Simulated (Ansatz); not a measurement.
# B on W(110): change of the work function, part 2 of 2

How does B on the shortbridge site change the work function of W(110) as the layer fills?

Ansatz 0.2.0; plane-wave DFT, LDA, Ansatz PAW (the session's first sound run).

So far, work function, upper face (eV): step 2 (the clean slab) 5.05; step 3 (17 atoms, coverage 0.25 ML, cell 2x2) 5.58; step 4 (18 atoms, coverage 0.5 ML, cell 2x2) 5.62.

**5. Adsorbate added, k-mesh 12×12×1, coverage 1 ML**

System of this step: BW4 (B/W(110)). The cell holds 5 atoms: 4 W and 1 B. Cell: a = 2.737 Å, b = 2.737 Å, c = 26.603 Å, α = 90.0°, β = 90.0°, γ = 70.5°. Vacuum lies along c.

Contents of input.yaml:

```yaml
crystal:
  lattice:
    - [2.2344574285, -1.58, 0.0]
    - [2.2344574285, 1.58, 0.0]
    - [0.0, 0.0, 26.6034923763]
  atoms:
    - { symbol: W, position: [0.0, 0.0, 0.3383014483] }
    - { symbol: W, position: [0.5, 0.5, 0.4222925799] }
    - { symbol: W, position: [0.0, 0.0, 0.5050682759] }
    - { symbol: W, position: [0.5, 0.5, 0.584853993] }
    - { symbol: B, position: [0.0, 0.5, 0.6616985517] }
kpoints:
  mp_grid: { grid: [12, 12, 1] }
hamiltonian:
  xc: lda
scf:
  occupations: { method: fermi_dirac, width: 0.1 }
  convergence: { dr2_threshold: 1.0e-08 }
efield:
  axis: 3
  dipole_correction: true
  ramp_position: 0.97
  ramp_width: 0.06
relax:
  f_tol: 0.02
  max_steps: 60
  constraints: [{ sites: [0, 1] }]
output:
  bader: true
  write_potential: true
  write_density: true
  volumetric_format: npy
```

On the command line:

```console
> ansatz run input.yaml --threads 4 --pin off --max-ram 6144MiB --backend cpu --events-out ev --progress --plain --runs-dir out
```

Wall time 2.3 min (4 threads of Arm Neoverse N1, shared host); peak memory 0.67 GiB; 8.9 min of CPU time.

The steps of the relaxation:

```csv
step,energy less that of the first step (eV),largest force component (eV/Å)
1,0.0000,2.5447
2,-0.4369,0.5396
3,-0.4666,0.5713
4,-0.4798,0.0557
5,-0.4800,0.0101
```

The run keeps the 2 symmetry operations that it works with, so distortions that break them were not tested.

The atoms that moved most (Å):

```csv
atom,dx,dy,dz,length
B5,0.000,0.000,-0.343,0.343
W4,0.000,0.000,0.070,0.070
W3,0.000,0.000,-0.006,0.006
```

Running mean over 2.234 Å of the planar mean; the ramp of the sawtooth is left out. Electron's electrostatic potential energy less the Fermi level against z:

z (Å), electron's electrostatic potential energy less the Fermi level (eV) and a bar from the least value:
```
      3.5        5.2 ##############################
      4.0        5.2 ##############################
      4.5        5.2 ##############################
      5.0        5.2 ##############################
      5.5        5.1 ##############################
      6.0        5.0 ##############################
      6.5        4.7 #############################
      7.0        3.6 ###########################
      7.5        0.1 ######################
      8.0       -5.5 ############
      8.5      -10.2 #####
      9.0      -12.0 ##
      9.5      -12.2 #
     10.0      -12.3 #
     10.5      -12.4 #
     11.0      -12.5 #
     11.5      -12.6 #
     12.0      -12.9 
     12.5      -12.9 
     13.0      -12.7 #
     13.5      -12.5 #
     14.0      -12.7 #
     14.5      -12.8 
     15.0      -12.7 
     15.5      -12.6 #
     16.0      -13.0 
     16.5      -11.6 ##
     17.0       -7.0 ##########
     17.5       -3.0 #################
     18.0       -0.8 ####################
     18.5        2.1 #########################
     19.0        4.2 ############################
     19.5        4.8 #############################
     20.0        5.0 ##############################
     20.5        5.1 ##############################
     21.0        5.1 ##############################
     21.5        5.1 ##############################
     22.0        5.1 ##############################
     22.5        5.1 ##############################
     23.0        5.1 ##############################
```

The relaxation took 5 steps and lowered the energy by 0.48 eV; the largest force on the free atoms ends at 0.010 eV/Å.

The covered face has 5.07 eV, +0.02 eV against the clean one; the bare back face has moved by +0.00 eV, a measure of how thin the slab is.

**6. Work function against coverage**

This step: plane-wave DFT, LDA, Ansatz PAW; work function against coverage (Ansatz 0.2.0).

The runs are now put side by side.

This step gave:

```yaml
work_function_of_the_clean_face: 5.046 eV
largest_change_of_the_work_function: 0.5787 eV
```

Work function of the covered face against coverage:

```csv
coverage (adsorbates/nm²),work function of the covered face (eV)
0.00,5.05
3.54,5.58
7.08,5.62
14.16,5.07
```

The dipole per adsorbate comes from the change of the cell's dipole. Coverage, by row:

```csv
coverage (1/nm²),coverage (ML),work function (eV),change (eV),"dipole per adsorbate, positive end outwards (debye)",mean height of the added atoms over the highest substrate atom (Å)
3.541,0.25,5.584,0.5377,-0.437,1.476
7.081,0.5,5.625,0.5787,-0.236,1.486
14.16,1,5.07,0.02332,-0.004,1.631
```

**7. The 0.25 ML cell at another level of theory, cutoff 420 eV, functional PBEsol**

This step: plane-wave DFT, PBEsol, Ansatz PAW (Ansatz 0.2.0).

System of this step: BW16 (B/W(110)). The cell holds 17 atoms: 16 W and 1 B. Cell: a = 5.473 Å, b = 5.473 Å, c = 26.603 Å, α = 90.0°, β = 90.0°, γ = 70.5°. Vacuum lies along c.

The geometry is kept and the functional is PBEsol.

Contents of input.yaml:

```yaml
crystal:
  lattice:
    - [4.468914857, -3.16, 0.0]
    - [4.468914857, 3.16, 0.0]
    - [0.0, 0.0, 26.6034923763]
  atoms:
    - { symbol: W, position: [0.0, 0.0, 0.3383014483] }
    - { symbol: W, position: [0.25, 0.25, 0.4222925799] }
    - { symbol: W, position: [0.0028882308, -0.0006150263, 0.5052172728] }
    - { symbol: W, position: [0.2611557388, 0.245001944, 0.5860852855] }
    - { symbol: W, position: [0.0, 0.5, 0.3383014483] }
    - { symbol: W, position: [0.25, 0.75, 0.4222925799] }
    - { symbol: W, position: [-0.0028882308, 0.5006150263, 0.5052172728] }
    - { symbol: W, position: [0.2462256762, 0.7526970091, 0.5861155099] }
    - { symbol: W, position: [0.5, 0.0, 0.3383014483] }
    - { symbol: W, position: [0.75, 0.25, 0.4222925799] }
    - { symbol: W, position: [0.5059230246, -0.0034549512, 0.5045663152] }
    - { symbol: W, position: [0.7388442612, 0.254998056, 0.5860852855] }
    - { symbol: W, position: [0.5, 0.5, 0.3383014483] }
    - { symbol: W, position: [0.75, 0.75, 0.4222925799] }
    - { symbol: W, position: [0.4940769754, 0.5034549512, 0.5045663152] }
    - { symbol: W, position: [0.7537743238, 0.7473029909, 0.5861155099] }
    - { symbol: B, position: [0.0, 0.25, 0.6415904424] }
kpoints:
  mp_grid: { grid: [6, 6, 1] }
hamiltonian:
  xc: pbesol
scf:
  occupations: { method: fermi_dirac, width: 0.1 }
  convergence: { dr2_threshold: 1.0e-08 }
efield:
  axis: 3
  dipole_correction: true
  ramp_position: 0.97
  ramp_width: 0.06
output:
  write_potential: true
  write_density: true
  volumetric_format: npy
```

It took 3 min on 4 threads; peak memory 3.4 GiB.

This step gave:

```yaml
energy_at_zero_smearing: -164243.8313 eV
work_function_upper_face: 5.422 eV
work_function_lower_face: 4.975 eV
dipole_along_the_normal: -0.06985 e·Å
step_between_the_vacuum_levels: 0.4475 eV
```

The work function comes to 5.42 eV, -0.16 eV from the first level.

**8. The 0.25 ML cell at another level of theory, cutoff 500 eV, functional r2SCAN**

This step: plane-wave DFT, r2SCAN, Ansatz PAW (Ansatz 0.2.0).

The geometry is kept and the functional is r2SCAN; other changes against the main runs: cutoff 420 → 500.

input.yaml, as its differences from that of step 7:

```diff
@@ -26,3 +26,3 @@
 hamiltonian:
-  xc: pbesol
+  xc: r2scan
 scf:
```

Run time: 5.6 min. Hardware: 4 threads; peak memory 5.1 GiB.

Numbers from this step:

| Quantity | Value |
| --- | --- |
| energy at zero smearing | -166499.6524 eV |
| work function, upper face | 5.449 eV |
| work function, lower face | 4.946 eV |
| dipole along the normal | -0.07855 e·Å |
| step between the vacuum levels | 0.5033 eV |

The work function comes to 5.45 eV, -0.13 eV from the first level.

**9. The 0.25 ML cell at another level of theory, cutoff 1116 eV, functional PBE**

This step: plane-wave DFT, PBE, norm-conserving (Ansatz 0.2.0).

The geometry is kept and the functional is PBE; other changes against the main runs: norm-conserving files and cutoff 420 → 1116.

input.yaml, as its differences from that of step 8:

```diff
@@ -26,3 +26,4 @@
 hamiltonian:
-  xc: r2scan
+  xc: pbe
+  pseudopotentials: { kind: nc }
 scf:
```

It took 11 min on 4 threads; peak memory 5.2 GiB; 42 min of CPU time.

The work function comes to 5.36 eV, -0.23 eV from the first level.

**10. The 0.25 ML cell at another level of theory, cutoff 1290 eV, functional PBE**

This step: plane-wave DFT, PBE, JTH PAW (Ansatz 0.2.0).

The geometry is kept and the functional is PBE; other changes against the main runs: JTH PAW files and cutoff 420 → 1290.

input.yaml, as its differences from that of step 9:

```diff
@@ -27,3 +27,3 @@
   xc: pbe
-  pseudopotentials: { kind: nc }
+  pseudopotentials: { kind: paw, source: jth }
 scf:
```

Wall time 29 min (4 threads); peak memory 5.9 GiB; 1.9 h of CPU time.

The work function comes to 5.36 eV, -0.23 eV from the first level.

**11. Side by side**

Times are for 4 threads of Arm Neoverse N1, shared host. The runs compared:

```csv
no.,functional,"work function, upper face (eV)",dipole along the normal (e·Å),time,memory (GiB)
1,pbesol,5.422,-0.06985,3 min,3.4
2,r2scan,5.449,-0.07855,5.6 min,5.1
3,pbe,5.357,-0.07570,11 min,5.2
4,pbe,5.357,-0.07545,29 min,5.9
```

**12. Varying the input**

This step: plane-wave DFT, LDA, Ansatz PAW, but for the change named below (Ansatz 0.2.0).

System of this step: BW4 (B/W(110)). The cell holds 5 atoms: 4 W and 1 B. Cell: a = 2.737 Å, b = 2.737 Å, c = 26.603 Å, α = 90.0°, β = 90.0°, γ = 70.5°. Vacuum lies along c.

A run with a changed input: it repeats the earlier run at 1 ML with hamiltonian.pseudopotentials to kind: paw_fr, magnetization to noncollinear: true, spin_orbit: true and basis.ecutwfc to 350 eV.

Contents of input.yaml:

```yaml
crystal:
  lattice:
    - [2.2344574285, -1.58, 0.0]
    - [2.2344574285, 1.58, 0.0]
    - [0.0, 0.0, 26.6034923763]
  atoms:
    - { symbol: W, position: [0.0, 0.0, 0.3383014483] }
    - { symbol: W, position: [0.5, 0.5, 0.4222925799] }
    - { symbol: W, position: [0.0, 0.0, 0.5050682759] }
    - { symbol: W, position: [0.5, 0.5, 0.584853993] }
    - { symbol: B, position: [0.0, 0.5, 0.6616985517] }
kpoints:
  mp_grid: { grid: [12, 12, 1] }
hamiltonian:
  xc: lda
  pseudopotentials: { kind: paw_fr }
scf:
  occupations: { method: fermi_dirac, width: 0.1 }
  convergence: { dr2_threshold: 1.0e-08 }
efield:
  axis: 3
  dipole_correction: true
  ramp_position: 0.97
  ramp_width: 0.06
relax:
  f_tol: 0.02
  max_steps: 60
  constraints: [{ sites: [0, 1] }]
output:
  bader: true
  write_potential: true
  write_density: true
  volumetric_format: npy
magnetization:
  noncollinear: true
  spin_orbit: true
basis:
  ecutwfc: "350 eV"
```

It took 8.9 min on 4 threads; peak memory 1.8 GiB.

```csv
quantity,this run,earlier run,difference
"work function, upper face (eV)",5.093,5.070,0.024
"work function, lower face (eV)",5.209,5.188,0.021
dipole along the normal (e·Å),0.004520,0.004626,-1.1e-4
```

What moves beyond 0.01 in its unit (for the dipole 0.5 % and 5e-5 e·Å): work function, upper face (+0.0237 eV), dipole along the normal (-0.000106 e·Å) and work function, lower face (+0.021 eV).

The change shows in the results, which are not taken further.

**13. A changed input**

This step: plane-wave DFT, LDA, Ansatz PAW (Ansatz 0.2.0).

System of this step: W(110). The cell holds 4 atoms: 4 W. Its edges and angles: a = 2.737 Å, b = 2.737 Å, c = 24.703 Å, α = 90.0°, β = 90.0°, γ = 70.5°. Vacuum lies along c.

An input spoilt on purpose, to show how the run answers: it repeats the earlier run at 0 ML with basis.ecutrho_ratio to 1, and scf.max_iter set to 100.

input.yaml, the sections that differ from step 12:

```yaml
crystal:
  lattice:
    - [2.2344574285, -1.58, 0.0]
    - [2.2344574285, 1.58, 0.0]
    - [0.0, 0.0, 24.7033722856]
  atoms:
    - { symbol: W, position: [0.0, 0.0, 0.3643227287] }
    - { symbol: W, position: [0.5, 0.5, 0.4547742429] }
    - { symbol: W, position: [0.0, 0.0, 0.5452257571] }
    - { symbol: W, position: [0.5, 0.5, 0.6356772713] }
hamiltonian:
  xc: lda
scf:
  occupations: { method: fermi_dirac, width: 0.1 }
  convergence: { dr2_threshold: 1.0e-08 }
  max_iter: 100
output:
  write_potential: true
  write_density: true
  volumetric_format: npy
basis:
  ecutrho_ratio: 1
# kpoints, efield, relax: as in step 12
# magnetization: removed
```

The job ended after 73 s (4 threads; peak memory 0.54 GiB).

```csv
quantity,this run,earlier run,difference
"work function, upper face (eV)",4.785,5.046,-0.26
"work function, lower face (eV)",5.051,5.184,-0.13
dipole along the normal (e·Å),0.01058,0.005381,0.0052
```

What moves beyond 0.01 in its unit (for the dipole 0.5 % and 5e-5 e·Å): dipole along the normal (+0.0052 e·Å), work function, upper face (-0.262 eV) and work function, lower face (-0.133 eV).

With this change the program also warns of density in the ramp of the sawtooth; these numbers are not the system's.

**14. Outcome**

| Item | Value |
| --- | --- |
| work function of the clean face | 5.05 eV |
| work function at 0.25 ML | 5.58 eV |
| work function at 0.5 ML | 5.62 eV |
| work function at 1 ML | 5.07 eV |
| dipole per adsorbate at 0.25 ML, positive end outwards | -0.44 D |

In words: B raises the work function of W(110) at the lowest coverage, by 0.54 eV: the adsorbate layer has its negative end outwards. The dipole per adsorbate falls from 0.44 to 0.00 D as the layer fills. Neighbouring dipoles depolarise each other, and heights and bonding change with coverage too. The slab has 4 layers, at the tabulated experimental lattice constant, one starting site was run, and quantum-size effects of a slab this thin can reach one or two tenths of an eV.

[Logs are printed without paths, hosts, clocks, repeated set-up lines and the standing remarks that a program may print on its own settings, such as how far it seeks lower states.]

[Hosts, paths, dates, database ids (printed as entryN), source tags and the programs' standing remarks are cut or masked in the printed files.]

[Maps of the electrostatic potential energy from Ansatz leave out the sawtooth potential of an applied field or a dipole correction, so their vacuum need not be flat; planar profiles and work functions include it.]
